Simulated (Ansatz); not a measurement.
**Structural relaxation of a frame of liquid dimethyl carbonate from 300 K (108 atoms)**

Wanted: the relaxed structure of a frame of liquid dimethyl carbonate from 300 K (108 atoms) and its electronic structure.

Main program and level: Ansatz 0.2.0; Kohn-Sham DFT, r2SCAN+D3(BJ), PAW (set soft_2), plane waves.

**1. Starting point**

The cell holds 108 atoms: 27 C, 27 O and 54 H. Cell: a = 10.785 Å, b = 10.785 Å, c = 10.785 Å, α = 90.0°, β = 90.0°, γ = 90.0°. 9 dimethyl carbonate placed at random, at 1.07 g/cm³; overlaps pushed apart, then 10 ps at 400 K with MMFF94 bonds, angles, torsions, charges and radii (Halgren, J. Comput. Chem. 17, 490 (1996)) in harmonic and 12-6 forms. Snapshot after 20 ps at 300 K and fixed volume. The density is a measured one.

Limits known from the start: The network of contacts between molecules at the start is that of the classical potential that made the cell. Only the Γ point is sampled, in a cell whose shortest periodic width is 11 Å.

**2. Single point at the start**

The forces at the start show how far the geometry lies from a minimum of this functional.

The input, input.yaml:

```yaml
crystal:
  lattice:
    - [10.78542, 0.0, 0.0]
    - [0.0, 10.78542, 0.0]
    - [0.0, 0.0, 10.78542]
  atoms:
    - { symbol: C, position: [0.86534, 0.1232, 0.71222] }
    - { symbol: O, position: [0.80217, 0.13494, 0.83102] }
    - { symbol: C, position: [0.7561, 0.02363, 0.86591] }
    - { symbol: O, position: [0.77639, 0.92646, 0.81591] }
    - { symbol: O, position: [0.69196, 0.04489, 0.97008] }
    - { symbol: C, position: [0.65372, 0.93719, 0.03303] }
    - { symbol: H, position: [0.92734, 0.20807, 0.71963] }
    - { symbol: H, position: [0.79923, 0.12247, 0.63361] }
    - { symbol: H, position: [0.92628, 0.04057, 0.70929] }
    - { symbol: H, position: [0.73356, 0.88122, 0.04803] }
    - { symbol: H, position: [0.60605, 0.94344, 0.12267] }
    - { symbol: H, position: [0.5877, 0.89067, 0.97945] }
    - { symbol: C, position: [0.34563, 0.20015, 0.18643] }
    - { symbol: O, position: [0.25984, 0.18747, 0.0824] }
    - { symbol: C, position: [0.18776, 0.08575, 0.09874] }
    - { symbol: O, position: [0.2014, 0.02162, 0.19015] }
    - { symbol: O, position: [0.10369, 0.07016, 0.00352] }
    - { symbol: C, position: [0.05789, 0.94965, 0.01492] }
    - { symbol: H, position: [0.40207, 0.28264, 0.17055] }
    - { symbol: H, position: [0.4184, 0.1286, 0.18731] }
    - { symbol: H, position: [0.29747, 0.20588, 0.27099] }
    - { symbol: H, position: [0.99597, 0.93317, 0.93043] }
    - { symbol: H, position: [0.13649, 0.88825, 0.01412] }
    - { symbol: H, position: [0.00951, 0.94728, 0.09756] }
    - { symbol: C, position: [0.95487, 0.63772, 0.04358] }
    - { symbol: O, position: [0.91768, 0.71784, 0.13715] }
    - { symbol: C, position: [0.96015, 0.66768, 0.25258] }
    - { symbol: O, position: [0.01558, 0.5659, 0.26346] }
    - { symbol: O, position: [0.9335, 0.74695, 0.34399] }
    - { symbol: C, position: [0.95407, 0.69678, 0.45867] }
    - { symbol: H, position: [0.93048, 0.53944, 0.06241] }
    - { symbol: H, position: [0.05347, 0.65389, 0.02479] }
    - { symbol: H, position: [0.89958, 0.66712, 0.96061] }
    - { symbol: H, position: [0.91742, 0.59754, 0.46756] }
    - { symbol: H, position: [0.0512, 0.68451, 0.47035] }
    - { symbol: H, position: [0.91033, 0.75634, 0.52752] }
    - { symbol: C, position: [0.66145, 0.40521, 0.42466] }
    - { symbol: O, position: [0.56126, 0.43707, 0.33659] }
    - { symbol: C, position: [0.58762, 0.546, 0.28024] }
    - { symbol: O, position: [0.67315, 0.61644, 0.30914] }
    - { symbol: O, position: [0.5085, 0.55172, 0.18408] }
    - { symbol: C, position: [0.55708, 0.63974, 0.09108] }
    - { symbol: H, position: [0.74801, 0.41648, 0.37185] }
    - { symbol: H, position: [0.65856, 0.31222, 0.45336] }
    - { symbol: H, position: [0.64506, 0.46689, 0.50064] }
    - { symbol: H, position: [0.5443, 0.59921, 0.00511] }
    - { symbol: H, position: [0.51027, 0.72838, 0.10052] }
    - { symbol: H, position: [0.65527, 0.65654, 0.09425] }
    - { symbol: C, position: [0.43793, 0.10654, 0.70004] }
    - { symbol: O, position: [0.41767, 0.19073, 0.60191] }
    - { symbol: C, position: [0.30159, 0.19607, 0.57424] }
    - { symbol: O, position: [0.22401, 0.11805, 0.60157] }
    - { symbol: O, position: [0.2775, 0.30163, 0.51097] }
    - { symbol: C, position: [0.14942, 0.3227, 0.48839] }
    - { symbol: H, position: [0.5382, 0.09249, 0.72794] }
    - { symbol: H, position: [0.41236, 0.01666, 0.66886] }
    - { symbol: H, position: [0.37811, 0.13035, 0.78048] }
    - { symbol: H, position: [0.07794, 0.27439, 0.54546] }
    - { symbol: H, position: [0.13203, 0.42572, 0.49522] }
    - { symbol: H, position: [0.12938, 0.29676, 0.3961] }
    - { symbol: C, position: [0.31316, 0.79324, 0.32239] }
    - { symbol: O, position: [0.33523, 0.69526, 0.41543] }
    - { symbol: C, position: [0.42858, 0.73071, 0.49878] }
    - { symbol: O, position: [0.49315, 0.82653, 0.49655] }
    - { symbol: O, position: [0.44869, 0.6375, 0.58716] }
    - { symbol: C, position: [0.54765, 0.65662, 0.66944] }
    - { symbol: H, position: [0.39844, 0.82332, 0.27504] }
    - { symbol: H, position: [0.26532, 0.87163, 0.37041] }
    - { symbol: H, position: [0.24637, 0.76984, 0.25542] }
    - { symbol: H, position: [0.52892, 0.59223, 0.74048] }
    - { symbol: H, position: [0.63003, 0.61923, 0.61469] }
    - { symbol: H, position: [0.5494, 0.7516, 0.70544] }
    - { symbol: C, position: [0.74909, 0.98702, 0.44944] }
    - { symbol: O, position: [0.85152, 0.05052, 0.39155] }
    - { symbol: C, position: [0.81352, 0.13456, 0.30801] }
    - { symbol: O, position: [0.71207, 0.13554, 0.25504] }
    - { symbol: O, position: [0.90321, 0.20825, 0.28046] }
    - { symbol: C, position: [0.88957, 0.2687, 0.16225] }
    [... 24 atom lines left out ...]
    - { symbol: H, position: [0.87786, 0.55174, 0.65974] }
    - { symbol: H, position: [0.93098, 0.45874, 0.78972] }
    - { symbol: H, position: [0.82656, 0.58762, 0.8087] }
    - { symbol: H, position: [0.50222, 0.20023, 0.95364] }
    - { symbol: H, position: [0.63173, 0.26677, 0.0265] }
    - { symbol: H, position: [0.48086, 0.3569, 0.99859] }
kpoints:
  mp_grid: { grid: [1, 1, 1] }
hamiltonian:
  xc: r2scan
  dispersion: d3bj
scf:
  occupations: { method: fixed }
output:
  forces: true
  stress: true
  populations: true
  dos:
    method: { smearing: { sigma: 0.08 } }
    de: 0.1
    projected: { site_lists: { C: [C], H: [H], O: [O] } }
  eigenvalues: true
```

Launch:

```
$ ansatz run input.yaml --threads 4 --pin off --max-ram 8192MiB --backend cpu --events-out ev --progress --plain --runs-dir out
```

Numbers of over 12 decimals in the logs are rounded to 6 here.

Output:

```text
Warning: the engine holds no damping parameters fitted to this dispersion correction and functional, so the run takes those fitted to r2scan beside the three-body term, which d3bj leaves out (hamiltonian.dispersion, under Limitations)
Engine: ansatz 0.2.0, x86_64-unknown-linux-gnu
Pseudopotentials: kind: paw
Pseudopotential: C, paw, valence charge 4, recommended cutoff 500 eV (meta_gga), C.paw.azcp
Pseudopotential: O, paw, valence charge 6, recommended cutoff 500 eV (meta_gga), O.paw.azcp
Pseudopotential: H, paw, valence charge 1, recommended cutoff 500 eV (meta_gga), H.paw.azcp
Functional definition: r2SCAN
  parameter k0 = 0.174
  parameter k1 = 0.065
  parameter a1 = 4.9479
  exchange = r2scan_x(k0 = k0, k1 = k1, a1 = a1)
  correlation = r2scan_c
Crystal: 108 atoms, lattice volume = 1254.617 Å³
Basis set: ecut = 500 eV, 31799 PW (Γ), exchange–correlation on 320×320×320 points (64 copies of the dense FFT grid, shifted against one another)
Bands: 270, of which v1, the nominal top of the filled ones, is band 162 counted from 1 (161 counted from 0)
Symmetry: 1 space group operations
Space group: P1 (ITA 1), of the structure as read, at distance tolerance 1.1e-4 Å
k-points: 1
Non-local potential: C, projectors of the file, l = 0: 2, l = 1: 2, l = 2: 1
Non-local potential: O, projectors of the file, l = 0: 2, l = 1: 2, l = 2: 1
Non-local potential: H, projectors of the file, l = 0: 2, l = 1: 1
PAW form: soft (Blöchl's): semilocal exchange-correlation on the pseudo side does not see the compensation charge
PAW frozen core: C, regenerated for the run's functional (the file was generated under x = pbe(κ = 0.804, μ = 0.219515), c = pbe(β = 0.066725))
PAW frozen core: O, regenerated for the run's functional (the file was generated under x = pbe(κ = 0.804, μ = 0.219515), c = pbe(β = 0.066725))
PAW one-centre angular grid: C, 302 points (default); XC on 239 of its mesh's 2573 points in the sphere
PAW one-centre angular grid: O, 302 points (default); XC on 160 Gauss nodes
PAW one-centre angular grid: H, 302 points (default); XC on 160 Gauss nodes
Initial density: superposition of atomic densities (neutral atoms: chi_scale 0, normalization atom), corrected by the library's trained network
Initial wavefunctions: pseudopotential atomic-orbital guess
Functional: x = r2scan, c = r2scan; τ floored in thin density (d = 2e-4 eV/Å³)
SCF iter   1: F=—  HF=-22996.053947 eV  |F-HF|=—  |Δ(HF+E_count)|=         —  Δρ=7.66e-3  dr2=6.33e-1  dr2_τ=8.57e0  ethr=1.77e-3  ⟨swp⟩=5.0  Hψ=950  notcnv=0  defer=105
preconditioner: auto → Resta (q_TF=auto, 2.177 Å⁻¹)  ε∞=2.2  [insulator: Δε(μ)=5.902 eV  Ē_g=16.818 eV  n_scr=202 (ndim 8)  ℏωp=18.3 eV  f_vac=0.297  ε∞_Penn≈2.2]
SCF iter   2: F=—  HF=-22994.920131 eV  |F-HF|=—  |Δ(HF+E_count)|=    1.13e0  Δρ=3.78e-3  dr2=9.34e-2  dr2_τ=2.25e-2  ethr=1.95e-4  ⟨swp⟩=3.0  Hψ=483  notcnv=0  defer=104
SCF iter   3: F=—  HF=-22994.916064 eV  |F-HF|=—  |Δ(HF+E_count)|=   4.07e-3  Δρ=1.61e-3  dr2=2.44e-2  dr2_τ=2.86e-3  ethr=2.88e-5  ⟨swp⟩=2.0  Hψ=316  notcnv=0  defer=106
SCF iter   4: F=—  HF=-22994.917947 eV  |F-HF|=—  |Δ(HF+E_count)|=   1.88e-3  Δρ=5.84e-4  dr2=4.34e-3  dr2_τ=6.25e-4  ethr=7.52e-6  ⟨swp⟩=3.0  Hψ=328  notcnv=0  defer=106
SCF iter   5: F=—  HF=-22994.919160 eV  |F-HF|=—  |Δ(HF+E_count)|=   1.21e-3  Δρ=2.01e-4  dr2=6.13e-4  dr2_τ=6.14e-5  ethr=1.34e-6  ⟨swp⟩=2.0  Hψ=332  notcnv=0  defer=106
SCF iter   6: F=—  HF=-22994.919756 eV  |F-HF|=—  |Δ(HF+E_count)|=   5.97e-4  Δρ=7.52e-5  dr2=8.88e-5  dr2_τ=6.89e-6  ethr=1.89e-7  ⟨swp⟩=2.0  Hψ=326  notcnv=0  defer=105
SCF iter   7: F=—  HF=-22994.920048 eV  |F-HF|=—  |Δ(HF+E_count)|=   2.92e-4  Δρ=5.66e-5  dr2=3.51e-5  dr2_τ=4.51e-6  ethr=2.74e-8  ⟨swp⟩=2.0  Hψ=428  notcnv=0  defer=104
SCF iter   8: F=—  HF=-22994.920055 eV  |F-HF|=—  |Δ(HF+E_count)|=   6.79e-6  Δρ=1.25e-5  dr2=1.82e-6  dr2_τ=1.69e-7  ethr=1.08e-8  ⟨swp⟩=2.0  Hψ=327  notcnv=0  defer=104
SCF iter   9: F=—  HF=-22994.920060 eV  |F-HF|=—  |Δ(HF+E_count)|=   4.57e-6  Δρ=6.60e-6  dr2=4.83e-7  dr2_τ=6.90e-8  ethr=5.63e-10  ⟨swp⟩=2.0  Hψ=325  notcnv=0  defer=104
SCF iter  10: F=-22994.920060 eV  HF=-22994.920060 eV  |F-HF|=9.51e-8  |Δ(HF+E_count)|=   3.66e-7  Δρ=2.27e-6  dr2=6.21e-8  dr2_τ=9.18e-9  ethr=3.09e-11  ⟨swp⟩=15.0  Hψ=2006  notcnv=0
SCF 1 converged in 10 iterations: F = -22994.920060 eV  dr2 = 6.21e-8
  greatest PAW one-centre occupation: 0.885 electrons in one spin orbital (limit 2), on the O atom at site 99 (counted from 0), in its partial waves of l = 0
SCF converged after 10 iterations
Free energy (F): -22994.920060 eV
Harris-Foulkes:  -22994.920060 eV  (|F-HF|=9.51e-8)
Internal energy: -22994.920060 eV  (E = F + TS)
E sigma→0 (E₀):  -22994.920060 eV
Fermi energy:    -2.232612 eV
--- Per-component energies (eV) ---
  E_band       = -3215.661813
  E_kinetic    = 7937.766384
  E_local      = -28329.183475  (includes V_loc(G=0)·N_el)
  E_nonlocal   = 2097.916637
  E_hartree    = 10624.675105
  E_xc         = -3709.564030
  E_vxc        = -5283.371138  (∫ρ·V_xc dr)
  E_paw        = -7078.386539  (= ΣΔE_a)
  E_vpaw       = -1226.792143  (= ΣTr[D̂ρ^β])
  E_aug_tail   = 0.001042  (compensation charges beyond the density's cutoff)
  E_vtau       = 338.654552  (kinetic-family band-sum trace: ∫τ·v_τ [+ j·A + Jᵃ·Aᵃ] dr)
  E_ewald      = -4534.349136
  E_disp       = -2.264751  (pairwise vdW)
  E_core_change = -1.531296  (= ΣΔE_core)
  E_smearing   = -0.000000  (= −TS)
  E_closure    = -0.000000  (closes the sum)
  Σ components = -22994.920060   (vs F -22994.920060, Δ=0.00e0)
--- Forces (eV/Å), atoms counted from 1 ---
  atom   1  C      1.47017126     1.53705839     0.47072961
  atom   2  O     -0.29061056    -1.34862984    -0.79751938
  atom   3  C      0.25697771     1.18310504     0.85367694
  atom   4  O     -0.31928371    -0.55788006    -0.08076109
  atom   5  O     -0.10574019     0.69487756     0.24123591
  atom   6  C     -0.07520119    -0.79851057     0.88700358
  atom   7  H     -0.86544189    -1.07365988    -0.89460927
  atom   8  H      0.49537867     0.25103434     0.67408824
  atom   9  H     -0.58065509     0.51252507     0.08971000
  atom  10  H      0.58860448    -0.79177886     0.11714194
  atom  11  H      0.53359028     1.47783276    -0.13515255
  atom  12  H     -0.84394259    -1.06414009    -1.32759124
  atom  13  C      1.67648602     0.43896994    -1.42646126
  atom  14  O     -0.33099056    -0.55181605    -0.00592655
[...]
atom 107  H     -0.86091922     0.54767876    -0.26231601
  atom 108  H      1.45408543    -0.92535616    -0.14323129
  max |Σ_I F_I| component: 1.80e-4 eV/Å
--- Stress (GPa, compression-positive) ---
       -2.086568       0.495787      -0.069068
        0.495788      -1.239049       0.511187
       -0.069068       0.511187      -0.836551
  P = ⅓ Tr σ = -1.3874 GPa (-13.874 kbar)
--- Band table (eV) ---
  k-point 0: bands = ["-25.9260", "-25.9171", "-25.8069", "-25.6332", [... 254 levels ...], "10.5441", "10.5838", "10.6711", "10.7410", "10.7641", "10.8471", "10.8812", "10.9034", "11.0321", "11.0532", "11.0818", "11.1523"]
--- Löwdin populations: 108 sites ---
  site symbol       q [e]
     0      C      4.1853
     1      O      6.3006
     2      C      3.2604
[...]
107      H      0.8360
  spilling = 0.014072 (of n_electrons = 324.000000)
```

Wall time 13 s (4 threads of AMD EPYC 9R45, shared host); peak memory 3 GiB.

In the SCF lines HF is the Harris–Foulkes energy and dr2 the Hartree energy of the density residual, in eV; the loop may stop once dr2 is under the threshold and the program's other checks hold. Hψ counts applications of the Hamiltonian.

Notices of the run: dispersion damping borrowed.

Read from the output:

```yaml
free_energy: -22994.9201 eV
free_energy_per_atom: -212.9159 eV/atom
scf_cycles: 10
pressure: -1.387 GPa
r_m_s_force_component: 1.035 eV/Å
longest_force: 4.21 eV/Å
fermi_energy: -2.233 eV
spacing_of_highest_filled_and_lowest_empty_level: 5.972 eV
spilling_of_the_projection: 0.01407
```

The r.m.s. force component of 1.0 eV/Å and the pressure of -1.4 GPa set the starting point.

Neighbours are counted within 1.34 Å (H-C), 1.73 Å (C-O).

Length of the force by element and coordination:

```
element  coordination  atoms  mean length of the force (eV/Å)  spread  least  most
      C           all     27                             2.04   0.600   1.20  3.31
      C             3      9                             1.84   0.633   1.25  3.11
      C             4     18                             2.13   0.558   1.20  3.31
      H           all     54                             1.10   0.474  0.233  2.25
      O           all     27                             2.09    1.07  0.643  4.21
      O             1      9                             1.93    1.03  0.648  3.83
      O             2     18                             2.17    1.08  0.643  4.21
```

(Part 1 of 3 ends here.)

[Logs are printed without paths, hosts, clocks, repeated set-up lines and the standing remarks that a program may print on its own settings, such as how far it seeks lower states.]

[Hosts, paths, dates, database ids (printed as entryN), source tags and the programs' standing remarks are cut or masked in the printed files.]

[The MMFF94 radii named for the starting cell were scaled by 0.96; in molecules described by MMFF94, hydrogen bound to N, O or S took a small fixed 12-6 site in their place.]
